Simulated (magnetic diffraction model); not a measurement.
# Magnetic neutron pattern of Tb3Al4Cd11

Space group P6/mmm (no. 191), a = 6.2080 Å, c = 12.1680 Å.

```csv
site,atom,x,y,z
2e,Tb,0,0,0.3394
1a,Tb,0,0,0
6i,Cd,0,1/2,0.2033
3g,Cd,0,1/2,1/2
2c,Cd,1/3,2/3,0
4h,Al,2/3,1/3,0.3513
```

The compound is invented for this exercise: a known structure type with other elements, its cell scaled to their sizes and not relaxed.

Only Tb is taken to order (form factors of Tb3+); orders and moment sizes are assumed, and not adapted to the symmetry. Radiation: neutrons of λ = 2.36 Å (absorption by Cd left out), 3° to 75°; isotropic B of 0.18 Å² (Tb), 0.2 Å² (Cd) and 0.32 Å² (Al). Simulated constant-wavelength pattern: nuclear and magnetic terms add, the magnetic one as |2.695 fm × Σ f S⊥ exp(2πi Q·r) exp(−B s²)|², summed over all Q at one angle with the factor 1/(sin²θ cos θ). For collinear order S is the moment m, which repeats by lattice and centring translations R with the sign exp(−2πi k·R). Free-ion form factors, Sears's scattering lengths of 1992, no absorption; a label names one of the reflections at its angle. The strongest nuclear line in the range is 100, and lines under 0.2 are left out.

Assume the order k = (0 0 0), collinear moments along [120], 5.1 μB on Tb; signs + at (0, 0, 0.3394), + at (0, 0, 0.6606), + at (0, 0, 0).

Q: Where does magnetic intensity appear, and how strong is it?

```tsv
2θ (°)	index	nuclear	magnetic
11.13	(0 0 1)	2.9	0.1
22.37	(0 0 2)	0.3	0.1
25.36	(1 0 0)	1.2	51.7
33.83	(0 0 3)	0.8	18.5
34.06	(1 0 2)	0.1	0.2
42.74	(1 0 3)	26.7	54.4
44.69	(1 1 0)	22.4	15.2
45.65	(0 0 4)	3.7	0.1
46.20	(1 1 1)	0.4	0.0
50.53	(1 1 2)	3.7	0.1
52.08	(2 0 0)	52.5	10.8
52.94	(1 0 4)	3.2	0.3
53.43	(2 0 1)	1.9	0.0
57.20	(1 1 3)	100.0	23.6
57.36	(2 0 2)	4.1	0.0
58.01	(0 0 5)	3.7	0.1
63.55	(2 0 3)	18.2	17.6
64.31	(1 0 5)	1.4	0.3
65.79	(1 1 4)	3.6	0.1
71.00	(2 1 0)	0.4	10.6
71.16	(0 0 6)	14.4	3.4
71.72	(2 0 4)	13.6	0.1
```

The strongest magnetic line in the range is (1 0 3) at 42.74° (54.4). On top of the Lorentz factor, which all lines share, magnetic lines fade with angle because f falls: for Tb3+ it is 0.95, 0.82, 0.66 and 0.36 at sin θ/λ = 0.1, 0.2, 0.3 and 0.5 Å⁻¹, while nuclear lengths stay constant. The net moment is 15.30 μB a primitive cell.

[Logs are printed without paths, hosts, clocks, repeated set-up lines and the standing remarks that a program may print on its own settings, such as how far it seeks lower states.]
